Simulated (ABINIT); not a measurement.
# SrAl3 (Fm-3m): zone-centre phonons, part 3 of 3

Aim: the zone-centre modes of SrAl3 (Fm-3m).

ABINIT 10.8.3; DFT PBEsol, scalar-relativistic, plane waves, PseudoDojo norm-conserving pseudopotentials.

So far. Step 5 (Relaxing the cell and atoms): The volume changes by +0.7 % in this run and stands -14.8 % from the first cell. Step 7 (Linear response at Γ): The acoustic modes at Γ come out as far as 3.8 cm⁻¹ from zero, where they should vanish, a small numerical error. The relaxed cell has a = 6.991 Å (conventional setting).

The structure was built from a prototype and need not be the compound's stable phase.

### Step 8. Zone-centre analysis

anaddb reads the merged derivatives and imposes the acoustic sum rule.

anaddb.abi reads:

```
ddb_filepath "gamma_DDB"
output_file "anaddb.abo"
outdata_prefix "anaddb"
asr 1
chneut 1
enunit 2
eivec 1
nph1l 1
qph1l 0.0 0.0 0.0 1.0
```

mrgddb.in reads:

```
gamma_DDB
merged
2
dfpt_gammao_DDB
gso_DDB
```

The run is started by

```console
> mrgddb < mrgddb.in > mrgddb.log
> OMP_NUM_THREADS=1 anaddb anaddb.abi > anaddb.log
```

anaddb.abo, the main output file:

```text
-outvars_anaddb: echo values of input variables ----------------------

 Miscellaneous information :
      enunit         2
       eivec         1
         asr         1
 First list of wavevector (reduced coord.) :
       nph1l         1
       qph1l
                     0.00000000E+00  0.00000000E+00  0.00000000E+00    1.000E+00

================================================================================

 read the DDB information and perform some checks

  ==== Info on the Cryst% object ====
 Real(R)+Recip(G) space primitive vectors, cartesian coordinates (Bohr,Bohr^-1):
 R(1)= -6.6059673  0.0000000  6.6059673  G(1)= -0.0756891 -0.0756891  0.0756891
 R(2)=  0.0000000  6.6059673  6.6059673  G(2)=  0.0756891  0.0756891  0.0756891
 R(3)= -6.6059673  6.6059673  0.0000000  G(3)= -0.0756891  0.0756891 -0.0756891
 Unit cell volume ucvol=  5.7655302E+02 bohr^3
 Angles (23,13,12)=  6.00000000E+01  6.00000000E+01  6.00000000E+01 degrees
 Time-reversal symmetry is present
 Reduced atomic positions [iatom, xred, symbol]:
    1)    0.0000000  0.0000000  0.0000000  Sr
    2)    0.5000000  0.5000000  0.5000000  Al
    3)    0.7500000  0.7500000  0.7500000  Al
    4)    0.2500000  0.2500000  0.2500000  Al

 DDB file with 3 blocks has been read.

================================================================================

 Treat the first list of vectors

  Phonon wavevector (reduced coordinates) :  0.00000  0.00000  0.00000
 Phonon energies in Hartree :
   0.000000E+00  0.000000E+00  0.000000E+00  7.660510E-04  7.660510E-04
   7.660510E-04  8.521945E-04  8.521945E-04  8.521945E-04  1.106110E-03
   1.106110E-03  1.106110E-03
 Phonon energies in meV     :
-  0.000000E+00  0.000000E+00  0.000000E+00  2.084531E+01  2.084531E+01
-  2.084531E+01  2.318939E+01  2.318939E+01  2.318939E+01  3.009878E+01
-  3.009878E+01  3.009878E+01
 Phonon frequencies in cm-1    :
-  0.000000E+00  0.000000E+00  0.000000E+00  1.681288E+02  1.681288E+02
-  1.681288E+02  1.870351E+02  1.870351E+02  1.870351E+02  2.427630E+02
-  2.427630E+02  2.427630E+02
 Phonon frequencies in Thz     :
-  0.000000E+00  0.000000E+00  0.000000E+00  5.040374E+00  5.040374E+00
-  5.040374E+00  5.607170E+00  5.607170E+00  5.607170E+00  7.277853E+00
-  7.277853E+00  7.277853E+00
 Phonon energies in Kelvin  :
-  0.000000E+00  0.000000E+00  0.000000E+00  2.418998E+02  2.418998E+02
-  2.418998E+02  2.691017E+02  2.691017E+02  2.691017E+02  3.492819E+02
-  3.492819E+02  3.492819E+02

 Eigendisplacements
 (will be given, for each mode : in cartesian coordinates
   for each atom the real part of the displacement vector,
   then the imaginary part of the displacement vector - absolute values smaller than 1.0d-7 are set to zero)
  Mode number    1   Energy    0.000000E+00
 Attention : low frequency mode.
   (Could be unstable or acoustic mode)
-  1  0.00000000E+00  0.00000000E+00  1.80398429E-03
-     0.00000000E+00  0.00000000E+00  0.00000000E+00
-  2  0.00000000E+00  0.00000000E+00  1.80402294E-03
-     0.00000000E+00  0.00000000E+00  0.00000000E+00
-  3  0.00000000E+00  0.00000000E+00  1.80401673E-03
-     0.00000000E+00  0.00000000E+00  0.00000000E+00
-  4  0.00000000E+00  0.00000000E+00  1.80401673E-03
-     0.00000000E+00  0.00000000E+00  0.00000000E+00
  Mode number    2   Energy    0.000000E+00
 Attention : low frequency mode.
   (Could be unstable or acoustic mode)
-  1  0.00000000E+00 -1.80398429E-03  0.00000000E+00
-     0.00000000E+00  0.00000000E+00  0.00000000E+00
-  2  0.00000000E+00 -1.80402294E-03  0.00000000E+00
-     0.00000000E+00  0.00000000E+00  0.00000000E+00
-  3  0.00000000E+00 -1.80401673E-03  0.00000000E+00
-     0.00000000E+00  0.00000000E+00  0.00000000E+00
-  4  0.00000000E+00 -1.80401673E-03  0.00000000E+00
-     0.00000000E+00  0.00000000E+00  0.00000000E+00
  Mode number    3   Energy    0.000000E+00
 Attention : low frequency mode.
   (Could be unstable or acoustic mode)
-  1  1.80398429E-03  0.00000000E+00  0.00000000E+00
-     0.00000000E+00  0.00000000E+00  0.00000000E+00
-  2  1.80402294E-03  0.00000000E+00  0.00000000E+00
-     0.00000000E+00  0.00000000E+00  0.00000000E+00
-  3  1.80401673E-03  0.00000000E+00  0.00000000E+00
-     0.00000000E+00  0.00000000E+00  0.00000000E+00
-  4  1.80401673E-03  0.00000000E+00  0.00000000E+00
-     0.00000000E+00  0.00000000E+00  0.00000000E+00
  Mode number    4   Energy    7.660510E-04
-  1  0.00000000E+00  0.00000000E+00 -1.20122208E-03
-     0.00000000E+00  0.00000000E+00  0.00000000E+00
-  2  0.00000000E+00  0.00000000E+00  3.95529972E-03
-     0.00000000E+00  0.00000000E+00  0.00000000E+00
-  3  0.00000000E+00  0.00000000E+00 -2.72640993E-05
-     0.00000000E+00  0.00000000E+00  0.00000000E+00
-  4  0.00000000E+00  0.00000000E+00 -2.72640993E-05
-     0.00000000E+00  0.00000000E+00  0.00000000E+00
  Mode number    5   Energy    7.660510E-04
-  1  0.00000000E+00 -1.20122208E-03  0.00000000E+00
-     0.00000000E+00  0.00000000E+00  0.00000000E+00
-  2  0.00000000E+00  3.95529972E-03  0.00000000E+00
-     0.00000000E+00  0.00000000E+00  0.00000000E+00
-  3  0.00000000E+00 -2.72640993E-05  0.00000000E+00
-     0.00000000E+00  0.00000000E+00  0.00000000E+00
-  4  0.00000000E+00 -2.72640993E-05  0.00000000E+00
-     0.00000000E+00  0.00000000E+00  0.00000000E+00
  Mode number    6   Energy    7.660510E-04
-  1  1.20122208E-03  0.00000000E+00  0.00000000E+00
-     0.00000000E+00  0.00000000E+00  0.00000000E+00
-  2 -3.95529972E-03  0.00000000E+00  0.00000000E+00
-     0.00000000E+00  0.00000000E+00  0.00000000E+00
-  3  2.72640993E-05  0.00000000E+00  0.00000000E+00
-     0.00000000E+00  0.00000000E+00  0.00000000E+00
-  4  2.72640993E-05  0.00000000E+00  0.00000000E+00
-     0.00000000E+00  0.00000000E+00  0.00000000E+00
  Mode number    7   Energy    8.521945E-04
-  1  0.00000000E+00  0.00000000E+00  0.00000000E+00
-     0.00000000E+00  0.00000000E+00  0.00000000E+00
-  2  0.00000000E+00  0.00000000E+00  0.00000000E+00
-     0.00000000E+00  0.00000000E+00  0.00000000E+00
-  3  0.00000000E+00 -1.87878451E-07 -3.18839113E-03
-     0.00000000E+00  0.00000000E+00  0.00000000E+00
-  4  0.00000000E+00  1.87878451E-07  3.18839113E-03
-     0.00000000E+00  0.00000000E+00  0.00000000E+00
  Mode number    8   Energy    8.521945E-04
-  1  0.00000000E+00  0.00000000E+00  0.00000000E+00
-     0.00000000E+00  0.00000000E+00  0.00000000E+00
-  2  0.00000000E+00  0.00000000E+00  0.00000000E+00
-     0.00000000E+00  0.00000000E+00  0.00000000E+00
-  3  1.04584950E-07 -3.18839112E-03  1.87878565E-07
-     0.00000000E+00  0.00000000E+00  0.00000000E+00
-  4 -1.04584950E-07  3.18839112E-03 -1.87878565E-07
-     0.00000000E+00  0.00000000E+00  0.00000000E+00
  Mode number    9   Energy    8.521945E-04
-  1  0.00000000E+00  0.00000000E+00  0.00000000E+00
-     0.00000000E+00  0.00000000E+00  0.00000000E+00
-  2  0.00000000E+00  0.00000000E+00  0.00000000E+00
-     0.00000000E+00  0.00000000E+00  0.00000000E+00
-  3  3.18839113E-03  1.04585154E-07  0.00000000E+00
-     0.00000000E+00  0.00000000E+00  0.00000000E+00
-  4 -3.18839113E-03 -1.04585154E-07  0.00000000E+00
-     0.00000000E+00  0.00000000E+00  0.00000000E+00
  Mode number   10   Energy    1.106110E-03
-  1  0.00000000E+00  0.00000000E+00  1.25044172E-03
-     0.00000000E+00  0.00000000E+00  0.00000000E+00
-  2  0.00000000E+00  0.00000000E+00  1.19698847E-03
-     0.00000000E+00  0.00000000E+00  0.00000000E+00
-  3  0.00000000E+00 -1.54929660E-07 -2.62880549E-03
-     0.00000000E+00  0.00000000E+00  0.00000000E+00
-  4  0.00000000E+00 -1.54929660E-07 -2.62880549E-03
-     0.00000000E+00  0.00000000E+00  0.00000000E+00
  Mode number   11   Energy    1.106110E-03
-  1  0.00000000E+00  1.25044172E-03  0.00000000E+00
-     0.00000000E+00  0.00000000E+00  0.00000000E+00
-  2  0.00000000E+00  1.19698847E-03  0.00000000E+00
-     0.00000000E+00  0.00000000E+00  0.00000000E+00
-  3  0.00000000E+00 -2.62880549E-03  1.54929908E-07
-     0.00000000E+00  0.00000000E+00  0.00000000E+00
-  4  0.00000000E+00 -2.62880549E-03  1.54929908E-07
-     0.00000000E+00  0.00000000E+00  0.00000000E+00
  Mode number   12   Energy    1.106110E-03
-  1  1.25044172E-03  0.00000000E+00  0.00000000E+00
-     0.00000000E+00  0.00000000E+00  0.00000000E+00
-  2  1.19698847E-03  0.00000000E+00  0.00000000E+00
-     0.00000000E+00  0.00000000E+00  0.00000000E+00
-  3 -2.62880549E-03  0.00000000E+00  0.00000000E+00
-     0.00000000E+00  0.00000000E+00  0.00000000E+00
-  4 -2.62880549E-03  0.00000000E+00  0.00000000E+00
-     0.00000000E+00  0.00000000E+00  0.00000000E+00

 Analysis of degeneracies and characters (maximum tolerance=1.00E-06 a.u.)
 For each vibration mode, or group of modes if degenerate,
 the characters are given for each symmetry operation (see the list in the log file).
 Symmetry characters of vibration mode #   1
       degenerate with vibration modes #   2 to    3
  3.0 -3.0 -1.0  1.0 -1.0  1.0 -1.0  1.0  1.0 -1.0 -1.0  1.0  1.0 -1.0 -1.0  1.0
 -0.0  0.0 -0.0  0.0 -0.0  0.0  0.0 -0.0  1.0 -1.0 -1.0  1.0 -1.0  1.0  1.0 -1.0
  0.0 -0.0 -0.0  0.0  0.0 -0.0  0.0 -0.0  1.0 -1.0  1.0 -1.0 -1.0  1.0 -1.0  1.0
 Symmetry characters of vibration mode #   4
       degenerate with vibration modes #   5 to    6
  3.0 -3.0 -1.0  1.0 -1.0  1.0 -1.0  1.0  1.0 -1.0 -1.0  1.0  1.0 -1.0 -1.0  1.0
 -0.0  0.0 -0.0  0.0  0.0 -0.0  0.0 -0.0  1.0 -1.0 -1.0  1.0 -1.0  1.0  1.0 -1.0
  0.0 -0.0 -0.0  0.0 -0.0  0.0 -0.0  0.0  1.0 -1.0  1.0 -1.0 -1.0  1.0 -1.0  1.0
 Symmetry characters of vibration mode #   7
       degenerate with vibration modes #   8 to    9
  3.0  3.0 -1.0 -1.0 -1.0 -1.0 -1.0 -1.0  1.0  1.0 -1.0 -1.0  1.0  1.0 -1.0 -1.0
  0.0  0.0 -0.0 -0.0  0.0  0.0 -0.0 -0.0  1.0  1.0 -1.0 -1.0 -1.0 -1.0  1.0  1.0
  0.0  0.0  0.0  0.0 -0.0 -0.0 -0.0 -0.0  1.0  1.0  1.0  1.0 -1.0 -1.0 -1.0 -1.0
 Symmetry characters of vibration mode #  10
       degenerate with vibration modes #  11 to   12
  3.0 -3.0 -1.0  1.0 -1.0  1.0 -1.0  1.0  1.0 -1.0 -1.0  1.0  1.0 -1.0 -1.0  1.0
  0.0 -0.0 -0.0  0.0  0.0 -0.0 -0.0  0.0  1.0 -1.0 -1.0  1.0 -1.0  1.0  1.0 -1.0
  0.0 -0.0  0.0 -0.0 -0.0  0.0 -0.0  0.0  1.0 -1.0  1.0 -1.0 -1.0  1.0 -1.0  1.0
-
```

Run time: 0.56 s. Hardware: 1 thread of Arm Neoverse V2, shared host.

Read from the output:

```yaml
lowest_optical_zone_centre_mode: 168.1 cm⁻¹
```

No LO-TO term; unit eigenvectors of the mass-weighted matrix, from anaddb's displacements. The modes at Γ (shares of kinetic energy by element, %):

```tsv
mode	frequency (cm⁻¹)	symmetry	Sr %	Al %
1	0.0	acoustic	52	48
2	0.0	acoustic	52	48
3	0.0	acoustic	52	48
4	168.1	T1u	23	77
5	168.1	T1u	23	77
6	168.1	T1u	23	77
7	187.0	T2g	0	100
8	187.0	T2g	0	100
9	187.0	T2g	0	100
10	242.8	T1u	25	75
11	242.8	T1u	25	75
12	242.8	T1u	25	75
```

Displacements in mode 4 (168.1 cm⁻¹), the largest set to 1:
```
Sr1  0.00  0.00 -0.30
Al2  0.00  0.00  1.00
Al3  0.00  0.00 -0.01
Al4  0.00  0.00 -0.01
```

Displacements in mode 10 (242.8 cm⁻¹), the largest set to 1:
```
Sr1  0.00  0.00  0.48
Al2  0.00  0.00  0.46
Al3  0.00  0.00 -1.00
Al4  0.00  0.00 -1.00
```

The rule moves no optical mode by more than 0.1 cm⁻¹.

### Step 9. What came out

* space group after relaxation: Fm-3m
* volume per atom: 21.4 Å³
* highest optical zone-centre mode (no LO-TO term): 242.8 cm⁻¹
* lowest optical zone-centre mode: 168.1 cm⁻¹
* imaginary optical modes at the zone centre (no q mesh in this session): none

**Reading.** At the PBEsol level the optical modes of SrAl3 (Fm-3m) at the zone centre run from 168 to 243 cm⁻¹. These are harmonic frequencies at zero temperature: anharmonic shifts and linewidths and thermal expansion are left out. In a metal the frequencies hang on the k mesh and the smearing, most of all near Kohn anomalies. The runs are without spin polarisation, although the cell has an odd electron count or an open d or f shell, so a magnetic state was not tested. The structure is a hypothetical one, built on a prototype.

[Host names and launcher messages were left out of these logs when they were recorded.]

[Logs are printed without paths, hosts, clocks, repeated set-up lines and the standing remarks that a program may print on its own settings, such as how far it seeks lower states.]

[Hosts, paths, dates, database ids (printed as entryN), source tags and the programs' standing remarks are cut or masked in the printed files.]
